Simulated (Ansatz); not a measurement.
# Quasi-harmonic thermodynamics of GaC (hypothetical, P4/mmm), part 3 of 3

Wanted: α(T), C_P(T) and B(T) of GaC (hypothetical) in the quasi-harmonic approximation. The crystal structure is hypothetical: it was made by swapping elements on a known structure type.

Ansatz 0.2.0; DFT PBEsol, scalar-relativistic, plane waves, PAW.

So far. Step 2 (A first coarse run): The start is under -9.6 GPa at this level and looks like a metal on this mesh. Step 5 (Tight relaxation): The residual pressure is 2.9e-4 GPa, small enough for phonons.

## 8. Phonons on strained cells, q-mesh 4×4×4

Thermal expansion follows from how the free energy of the vibrations (and of the electrons in a metal) changes with strain, so the program makes strained cells, their phonons and a fit in one run.

input.yaml reads:

```yaml
crystal:
  lattice:
    - [2.9740410114, 0.0, 0.0]
    - [0.0, 2.9740410114, 0.0]
    - [0.0, 0.0, 2.6801300156]
  atoms:
    - { symbol: Ga, position: [0.0, 0.0, 0.145] }
    - { symbol: C, position: [0.5, 0.5, 0.145] }
kpoints:
  mp_grid: { grid: [16, 16, 16] }
hamiltonian:
  xc: pbesol
scf:
  occupations: { method: methfessel_paxton, width: 0.15 }
output:
  eigenvalues: true
phonons:
  method: dfpt
  qmesh: [4, 4, 4]
  temperatures: { t_max: 1200.0, t_step: 50 }
  thermal_expansion: {}
```

Started as:

```bash
$ ansatz run input.yaml --threads 4 --pin off --max-ram 8192MiB --backend cpu --events-out ev --progress --plain --runs-dir out
```

Numbers of over 12 decimals in the logs are rounded to 6 here.

What it wrote:

```text
Warning: crystal.symmetry: narrowed to the stabiliser of the run's FFT grids — unitary ops 16 → 8. A phonons.method: dfpt run fills in the rows of the dynamical matrix that it does not solve by its symmetry operations, which is exact only for operations that map its FFT grids onto themselves: filled in by any other, the frequencies could depend on the order in which like atoms are typed, or, by more than the grids' own error, on where the crystal sits among the grids' points. Excluded: 8 operations. The run can therefore solve more perturbations, solve them on more k-points, or both, and cost more. [rest of the remark cut]
The last accepted step is kept in <dir> (removed where the run ends without a failure and the disk answers)
Engine: ansatz 0.2.0, x86_64-unknown-linux-gnu
Pseudopotentials: kind: paw
Pseudopotential: Ga, paw, valence charge 13, recommended cutoff 420 eV (normal), Ga.paw.azcp
Pseudopotential: C, paw, valence charge 4, recommended cutoff 420 eV (normal), C.paw.azcp
Functional definition: PBEsol
  exchange = pbesol_x
  correlation = pbesol_c
Crystal: 2 atoms, lattice volume = 23.706 Å³
Basis set: ecut = 487.2 eV, 569 PW (Γ), exchange–correlation on 48×48×40 points (8 copies of the dense FFT grid, shifted against one another)
Bands: 13, of which v1, the nominal top of the filled ones, is band 9 counted from 1 (8 counted from 0)
Symmetry: 16 space group operations
Space group: P4/mmm (ITA 123), of the structure as read, at distance tolerance 2.9e-5 Å
k-points: 405 of 4096
Non-local potential: Ga, projectors of the file, l = 0: 2, l = 1: 2, l = 2: 3, l = 3: 1
Non-local potential: C, projectors of the file, l = 0: 2, l = 1: 2, l = 2: 1
PAW form: soft (Blöchl's): semilocal exchange-correlation on the pseudo side does not see the compensation charge
PAW frozen core: Ga, regenerated for the run's functional, and the local potential with it (the file was generated under x = pbe(κ = 0.804, μ = 0.219515), c = pbe(β = 0.066725))
PAW frozen core: C, regenerated for the run's functional, and the local potential with it (the file was generated under x = pbe(κ = 0.804, μ = 0.219515), c = pbe(β = 0.066725))
PAW one-centre angular grid: Ga, 590 points (default); XC on 64 Gauss nodes
PAW one-centre angular grid: C, 110 points (default); XC on 64 Gauss nodes
Initial density: superposition of atomic densities (neutral atoms: chi_scale 0, normalization atom), corrected by the library's trained network
Initial wavefunctions: pseudopotential atomic-orbital guess
Functional: x = pbesol(κ = 0.804, μ = 0.123457), c = pbesol(β = 0.046)
SCF iter   1: F=—  HF=-3986.703525 eV  |F-HF|=—  |Δ(HF+E_count)|=         —  Δρ=1.08e-2  dr2=3.37e-2  ethr=1.77e-3  ⟨swp⟩=4.8  Hψ=27157  notcnv=0
[...]
Free energy (F): -3986.694395 eV
Harris-Foulkes:  -3986.694395 eV  (|F-HF|=1.36e-12)
Internal energy: -3986.694664 eV  (E = F + TS)
E sigma→0 (E₀):  -3986.694463 eV
Entropy (-TS):   0.000269 eV (0.134 meV/atom)
Fermi energy:    10.248787 eV
--- Per-component energies (eV) ---
  E_band       = -10.548167
  E_kinetic    = 198.879167
  E_local      = -1859.704299  (includes V_loc(G=0)·N_el)
  E_nonlocal   = 454.342828
  E_hartree    = 864.633732
  E_xc         = -115.106527
  E_vxc        = -116.001947  (∫ρ·V_xc dr)
  E_paw        = -2044.163736  (= ΣΔE_a)
  E_vpaw       = -417.331398  (= ΣTr[D̂ρ^β])
  E_aug_tail   = -0.000059  (compensation charges beyond the density's cutoff)
  E_ewald      = -1486.459848
  E_core_change = 0.884078  (= ΣΔE_core)
  E_smearing   = 0.000269  (= −TS)
  E_closure    = 0.000000  (closes the sum)
  Σ components = -3986.694395   (vs F -3986.694395, Δ=0.00e0)
--- Forces (eV/Å), atoms counted from 1 ---
  atom   1  Ga    -0.00000000     0.00000000     0.00000000
  atom   2  C      0.00000000     0.00000000     0.00000000
  max |Σ_I F_I| component: 5.92e-30 eV/Å
--- Stress (GPa, compression-positive) ---
       -0.018835       0.000000       0.000000
        0.000000      -0.018835       0.000000
        0.000000       0.000000       0.011042
  P = ⅓ Tr σ = -0.0089 GPa (-0.089 kbar)
--- Band table (eV; the first three rows and the last of 405) ---
  k-point 0: bands = [... 5 lower, -3.7996, 8.8682, 8.8682, 11.2619, 12.0350, 18.3403, 21.7475, 23.6659]
  k-point 1: bands = [... 5 lower, -3.7295, 8.9085, 8.9085, 11.0408, 11.9334, 18.4088, 21.7378, 23.6961]
  k-point 2: bands = [... 5 lower, -3.5205, 9.0252, 9.0252, 10.2049, 11.9592, 18.6139, 21.4037, 23.7778]
  k-point 404: bands = [... 5 lower, 3.7707, 6.1035, 6.1035, 8.5136, 11.3162, 11.4189, 16.3867, 16.3867]
── thermal expansion: 5 new cells, 5 in all ──
thermal expansion: relaxation of cell 2
thermal expansion: relaxation of cell 3
thermal expansion: relaxation of cell 4
thermal expansion: relaxation of cell 5
── thermal expansion: 3 new cells, 8 in all ──
thermal expansion: relaxation of cell 6
thermal expansion: lower-state search of cell 6
thermal expansion: electrons of cell 6
thermal expansion: phonons of cell 6
WARN: thermal expansion: vibrations_at_or_below_zero in the phonons of 1 cell: 6
this run last wrote the structure of step 1 to <dir>
--- Relaxed structure (1 steps of the walk, 1 accepted, 0 SCFs on fresh bases) ---
  F+E_penalty+E_count = -3986.69439534 eV   max|allowed force component| = 3.353e-30 eV/Å
  atoms:
    - { symbol: Ga, position: [0.0, 0.0, 0.145000] }
    - { symbol: C, position: [0.5, 0.5, 0.145000] }
--- Thermal expansion: 8 cells in 2 rounds, 0 GPa ---
  no lower state was reached at cell 6; its state was not examined: fill_not_monotonic
  not told: vibrations stand at or below zero in cell 6 (1.203 modes a cell, the lowest at -459.4 cm⁻¹): the crystal is at no minimum there, or its k-points are too few: type the crystal that it becomes, another pressure, or a denser kpoints.mp_grid, in a new run
  vibrations_at_or_below_zero in the phonons of 1 cell: 6
Error: vibrations stand at or below zero in cell 6 (1.203 modes a cell, the lowest at -459.4 cm⁻¹): the crystal is at no minimum there, or its k-points are too few: type the crystal that it becomes, another pressure, or a denser kpoints.mp_grid, in a new run
[key lines of the parts left out:]
SCF converged after 8 iterations
```

The job ended after 16 min (4 threads of Intel Xeon Platinum 8488C (Sapphire Rapids), shared host; peak memory 3.9 GiB).

The run ended with an error.

The program's message: “vibrations stand at or below zero in cell 6 (1.203 modes a cell, the lowest at -459.4 cm⁻¹): the crystal is at no minimum there, or its k-points are too few: type the crystal that it becomes, another …”

## 9. Phonons of the refused cell

The study refused this cell, so its phonons are run alone to see which modes are imaginary.

input.yaml, the sections that differ from step 8:

```yaml
phonons:
  method: dfpt
  qmesh: [4, 4, 4]
  temperatures: { t_max: 1000, t_step: 50 }
  qpath:
    path:
      - [[0.0, 0.0, 0.0], [0.0, 0.5, 0.0], [0.5, 0.5, 0.0], [0.0, 0.0, 0.0], [0.0, 0.0, 0.5], [0.0, 0.5, 0.5], [0.5, 0.5, 0.5], [0.0, 0.0, 0.5]]
      - [[0.0, 0.5, 0.0], [0.0, 0.5, 0.5]]
      - [[0.5, 0.5, 0.0], [0.5, 0.5, 0.5]]
    npoints: 10
# crystal, kpoints, hamiltonian, scf, output: as in step 8
```

What it wrote:

```text
[...]
Crystal: 2 atoms, lattice volume = 23.706 Å³
Basis set: ecut = 420 eV, 445 PW (Γ), exchange–correlation on 40×40×36 points (8 copies of the dense FFT grid, shifted against one another)
Bands: 13, of which v1, the nominal top of the filled ones, is band 9 counted from 1 (8 counted from 0)
Symmetry: 16 space group operations
k-points: 405 of 4096 (irreducible under 8 space group operations, time reversal used)
[...]
SCF iter   1: F=—  HF=-3986.699609 eV  |F-HF|=—  |Δ(HF+E_count)|=         —  Δρ=1.10e-2  dr2=3.42e-2  ethr=1.77e-3  ⟨swp⟩=4.6  Hψ=26770  notcnv=0
[...]
SCF iter   8: F=-3986.690471 eV  HF=-3986.690471 eV  |F-HF|=9.09e-13  |Δ(HF+E_count)|=  1.84e-10  S|Δr|=    0.00e0  Δρ=1.82e-7  dr2=4.16e-12  ethr=1.00e-12  ⟨swp⟩=4.9  Hψ=26707  notcnv=0
SCF 1 converged in 8 iterations: F = -3986.690471 eV  dr2 = 4.16e-12
[...]
phonons: the bands overlap, so this run is a metal and interpolates without the dipole-dipole term. If the crystal is really an insulator or semiconductor, its LO-TO splitting is missing
NSCF: frozen V_eff on 405 k-points
[...]
DFPT response loops at q = (0, 0, 0) (fractional): preconditioner auto → Kerker (q_TF=auto, 2.581 Å⁻¹) (partly filled bands, converged f_vac=0.000); β = 1.00, the filter's whole step (`scf.mixing.beta` (0.50) is not read by the response loops under this deck's `scf.mixing.preconditioner`; to damp them name `kerker` or `kerker_dos`, under which they read `scf.mixing.beta`, and type it under 1.00, their step now; both keys bind the ground state too); Broyden in place of MSR1
[...]
SCF converged after 8 iterations
[...]
Free energy (F): -3986.690471 eV
[...]
Internal energy: -3986.690741 eV  (E = F + TS)
E sigma→0 (E₀):  -3986.690538 eV
Entropy (-TS):   0.000270 eV (0.135 meV/atom)
Fermi energy:    10.249571 eV
[...]
--- Band table (eV; the first three rows and the last of 405) ---
  k-point 0: bands = [... 5 lower, -3.7988, 8.8692, 8.8692, 11.2618, 12.0365, 18.3428, 21.7495, 23.6685]
  k-point 1: bands = [... 5 lower, -3.7287, 8.9092, 8.9092, 11.0408, 11.9337, 18.4110, 21.7395, 23.6983]
  k-point 2: bands = [... 5 lower, -3.5198, 9.0259, 9.0259, 10.2054, 11.9593, 18.6161, 21.4055, 23.7805]
  k-point 404: bands = [... 5 lower, 3.7707, 6.1038, 6.1038, 8.5141, 11.3161, 11.4195, 16.3883, 16.3883]
--- Phonons (Γ-DFPT): 4 representative perturbations + reference (Σ response iterations 15) ---
  ASR residual: 1.258e-4 → 0.000e0 eV/Å²; symmetrization residual: 2.914e-6 eV/Å²
  The last average, over the group as it would stand without the narrowing to the FFT grids, took up to 8.882e-16 eV/Å² of the zone centre's force constants
  ASR residual per site (eV/Å²): 3.26e-5 1.26e-4
  Γ frequencies (cm⁻¹): 0.00 0.00 0.00 207.32 450.30 450.30
--- Phonons (arbitrary-q DFPT): 18 irreducible q on the 4×4×4 mesh ---
  q = [0.0000, 0.0000, 0.0000] (star 1, of the zone-centre solve; hermiticity 7.63e-7, symmetrization 2.36e-13, taken by the last average 2.33e-16): -0.00 -0.00 0.00 207.32 450.30 450.30
  q = [0.0000, 0.0000, 0.2500] (star 2, 4 solved perturbations in 4032 linear systems a pass and spin channel, the states on 1296 of 4096 k-point pairs; hermiticity 9.36e-7, symmetrization 2.39e-13, taken by the last average 1.54e-7): -197.40 -35.85 -35.85 121.88 454.66 454.66
[...]
q = [0.0000, 0.2500, 0.0000] (star 4, 6 solved perturbations on 1296 of 4096 k-point pairs; hermiticity 5.50e-7, symmetrization 2.59e-14, taken by the last average 9.27e-7): -56.08 76.33 151.14 175.19 349.04 466.47
[...]
sum rule: each row above includes the acoustic sum rule's correction from the zone centre's row sums; it moved no ω² by more than (1.69 cm⁻¹)²
  mesh force constants: q→R imaginary residual 0.00e0; ASR residual 1.258e-4 → 0.000e0 eV/Å²; symmetrization residual 2.665e-15 eV/Å²
  interpolated dispersion: 93 rows × 6 modes
  density of states and harmonic sums: on the 24×24×24 q-mesh, interpolated from the force constants of a 4×4×4 supercell (no non-analytic term)
  largest difference from the sums on the solved wave vectors: F 3.64e-2 eV, S 4.76e-5 and C_V 1.38e-5 eV/K
  zero-point energy: 0.079642 eV/cell   skipped modes (ω ≤ 0): 1364, of them read as no rigid motion or as one in doubt: 1361 (1.119e0 modes/cell left out, lowest -459.55 cm⁻¹)   left out of the sums: 1.87e-1 of the cell's modes: C_V's classical limit lies that fraction below 3 k_B per atom; for a crystal, a wire or a layer, F and S can be off by more, and a phonons.interpolated_qmesh denser along its periods is the remedy for the sampling
```

Elapsed: 13 min, on 4 threads; peak memory 3.4 GiB; 47 min of CPU time.

This step gave:

- Γ frequencies: 0, 0, 0, 207.3, 450.3, 450.3 cm⁻¹ (negative: imaginary)
- lowest frequency on the path: -459.6 cm⁻¹
- point group: 4/mmm
- highest frequency: 631.9 cm⁻¹

No LO-TO term. The phonon branches at the labelled points (cm⁻¹):

| point | branch 1 | branch 2 | branch 3 | branch 4 | branch 5 | branch 6 |
| --- | --- | --- | --- | --- | --- | --- |
| Γ | 0 | 0 | 0 | 207 | 450 | 450 |
| halfway | -56 | 76 | 151 | 175 | 349 | 466 |
| X | -193 | -178 | 74 | 149 | 217 | 497 |
| halfway | -225 | 54 | 170 | 206 | 437 | 547 |
| M | -293 | 18 | 194 | 194 | 579 | 579 |
| halfway | -130 | 97 | 150 | 182 | 320 | 522 |
| Γ | 0 | 0 | 0 | 207 | 450 | 450 |
| halfway | -197 | -36 | -36 | 122 | 455 | 455 |
| Z | -444 | -39 | -39 | 183 | 490 | 490 |
| halfway | -444 | 80 | 157 | 180 | 409 | 486 |
| R | -448 | -307 | 129 | 176 | 176 | 497 |
| halfway | -460 | 152 | 172 | 182 | 471 | 560 |
| A | -444 | 169 | 181 | 181 | 632 | 632 |
| halfway | -448 | 139 | 157 | 174 | 364 | 547 |
| Z | -444 | -39 | -39 | 183 | 490 | 490 |
| jump to X | -193 | -178 | 74 | 149 | 217 | 497 |
| halfway | -285 | -239 | 125 | 136 | 198 | 504 |
| R | -448 | -307 | 129 | 176 | 176 | 497 |
| jump to M | -293 | 18 | 194 | 194 | 579 | 579 |
| halfway | -377 | 108 | 186 | 186 | 579 | 579 |
| A | -444 | 169 | 181 | 181 | 632 | 632 |

The phonon branches as a text plot (rows in cm⁻¹):

```
    609 |                                  *****              ***
    564 |        *******                  **  * *          ***
    518 |     *** *  *  *              ****    * *** ******
    473 |*****        *  ***   ********            **
    427 |**      *          ***     *             *
    382 |       *      *  *              *      **
    336 |  *             *           *
    291 |   *           *
    245 |      *
    200 |** *** ********* ***    *****  * *****   ***************
    154 |  *  ****     ***     **   **************   ******    **
    109 | * *           ***  **    *   *         ***  ** **  **
     63 |*********    **  *  *     ***             * *      *
     18 |*        ****     **     *                        *
    -28 |**              ** *******                 *
    -73 |  **           *     *
   -119 |    *
   -164 |    ***       *                *            **
   -209 |     * **    *               *              * *
   -255 |         *  *                                **
   -300 |          **          *       *                ****
   -346 |                                                   **
   -391 |                       *                        *    *
   -437 |                        ********************     *    **
         Γ    X     M      Γ     Z     R    A      Z|X   R|M    A
```

Tetrahedra on 24 24 24, mean over bins of 10 cm⁻¹. Phonon density of states against wavenumber; read off at these points:

| wavenumber (cm⁻¹) | phonon density of states (1/cm⁻¹/cell) |
| --- | --- |
| -465 | 0 |
| -445 | 0.00635 |
| -435 | 0.00492 |
| -405 | 0.00252 |
| -375 | 0.00205 |
| -345 | 0.00198 |
| -315 | 0.00191 |
| -285 | 0.00262 |
| -255 | 0.00259 |
| -225 | 0.00281 |
| -195 | 0.00312 |
| -165 | 0.00376 |
| -135 | 0.00232 |
| -105 | 0.00175 |
| -75 | 0.00146 |
| -45 | 0.00127 |
| -15 | 0.00137 |
| 15 | 0.00156 |
| 45 | 0.00395 |
| 75 | 0.0123 |
| 95 | 0.0124 |
| 125 | 0.0137 |
| 155 | 0.0263 |
| 175 | 0.0375 |
| 185 | 0.0283 |
| 215 | 0.00335 |
| 245 | 0.0019 |
| 275 | 0.00199 |
| 305 | 0.00453 |
| 335 | 0.00381 |
| 365 | 0.00351 |
| 395 | 0.00312 |
| 425 | 0.00311 |
| 455 | 0.00441 |
| 485 | 0.0102 |
| 505 | 0.0153 |
| 515 | 0.0113 |
| 545 | 0.00692 |
| 575 | 0.00673 |
| 605 | 0.00146 |
| 635 | 2.0e-5 |

No LO-TO term. Modes at Γ, with each element's share of the kinetic energy:

| mode | frequency (cm⁻¹) | symmetry | Ga % | C % |
| --- | --- | --- | --- | --- |
| 1 | 0.0 | - | 85 | 15 |
| 2 | 0.0 | - | 85 | 15 |
| 3 | 0.0 | - | 85 | 15 |
| 4 | 207.3 | A2u | 15 | 85 |
| 5 | 450.3 | Eu | 15 | 85 |
| 6 | 450.3 | Eu | 15 | 85 |

Displacements in mode 4 (207.3 cm⁻¹), the largest set to 1:
```
Ga1  0.00  0.00 -0.17
C2   0.00  0.00  1.00
```

Displacements in mode 5 (450.3 cm⁻¹), the largest set to 1:
```
Ga1  0.00 -0.17  0.00
C2   0.00  1.00  0.00
```

Lowest modes at the softest wavevector of the mesh; phase exp(i q.(R + tau)). Modes at q = (0.500, -0.250, 0.500), with each element's share of the kinetic energy (negative means imaginary):

| mode | frequency (cm⁻¹) | Ga % | C % |
| --- | --- | --- | --- |
| 1 | -459.6 | 0 | 100 |
| 2 | 151.6 | 96 | 4 |
| 3 | 171.9 | 100 | 0 |
| 4 | 181.6 | 91 | 9 |
| 5 | 471.0 | 9 | 91 |
| 6 | 560.0 | 4 | 96 |

Displacements in mode 1 (-459.6 cm⁻¹), the largest set to 1, in the home cell:
```
Ga1 0.00 0.00 0.00
C2  0.00 0.00 1.00
```

Displacements in mode 6 (560.0 cm⁻¹), the largest set to 1, in the home cell (x, y, z of the real part, then of the imaginary part):
```
Ga1  0.00 -0.06  0.00  0.00  0.06  0.00
C2   1.00  0.00  0.00  0.00  0.00  0.00
```

The modes has structure finer than the step of the table below, so its rows give means over 50 cm⁻¹, whole bins alone (the curve runs from -467 to 659 cm⁻¹). Peaks (cm⁻¹: height): C -438.5: 0.00506, -388.9: 0.00356, -332.3: 0.00336, -268.5: 0.00369, -176.4: 0.004, 177.7: 0.00257, 503.5: 0.0135; Ga 170.6: 0.0330.

Phonopy on the run's constants, 19x19x21 mesh, Gaussian sigma 8.0 cm⁻¹. Modes against wavenumber; means over each step; values in 1/cm⁻¹/cell:

| wavenumber (cm⁻¹) | C | Ga |
| --- | --- | --- |
| -400 | 0.00274 | 0 |
| -350 | 0.00200 | 0 |
| -300 | 0.00194 | 2.3e-6 |
| -250 | 0.00263 | 1.5e-5 |
| -200 | 0.00321 | 5.0e-5 |
| -150 | 0.00270 | 1.7e-4 |
| -100 | 0.00154 | 4.7e-4 |
| -50 | 6.3e-4 | 6.0e-4 |
| 0 | 1.9e-4 | 6.7e-4 |
| 50 | 7.4e-4 | 0.00486 |
| 100 | 0.00142 | 0.0124 |
| 150 | 0.00188 | 0.0234 |
| 200 | 0.00147 | 0.0135 |
| 250 | 6.9e-4 | 8.8e-4 |
| 300 | 0.00287 | 6.4e-4 |
| 350 | 0.00335 | 3.7e-4 |
| 400 | 0.00267 | 3.0e-4 |
| 450 | 0.00400 | 4.5e-4 |
| 500 | 0.0111 | 6.6e-4 |
| 550 | 0.00685 | 4.3e-4 |
| 600 | 0.00213 | 1.4e-4 |

The lowest solved frequency is -460 cm⁻¹, so the cell is unstable here and gives no valid free energy.

## 10. What came out

```
lowest frequency at the solved wavevectors : -460 cm⁻¹
```

In words: The relaxation moved the crystal from P4mm to P4/mmm; the results are of the latter. With imaginary harmonic modes at the relaxed cell the quasi-harmonic free energy is undefined, so no expansion is obtained for this phase at this level. The softest solved mode is 460i cm⁻¹ at q = (0.25, -0.5, -0.5), and 17 of 18 solved wavevectors carry a mode beyond 8i cm⁻¹. In a metal soft modes also hang on the k-mesh and the smearing, which were not converged here. The PAW files were made for PBE and are used here under another functional, for which the program regenerates the frozen cores.

[Logs are printed without paths, hosts, clocks, repeated set-up lines and the standing remarks that a program may print on its own settings, such as how far it seeks lower states.]

[Hosts, paths, dates, database ids (printed as entryN), source tags and the programs' standing remarks are cut or masked in the printed files.]

[A step with changed settings may run another functional than the one named; its input shows which.]
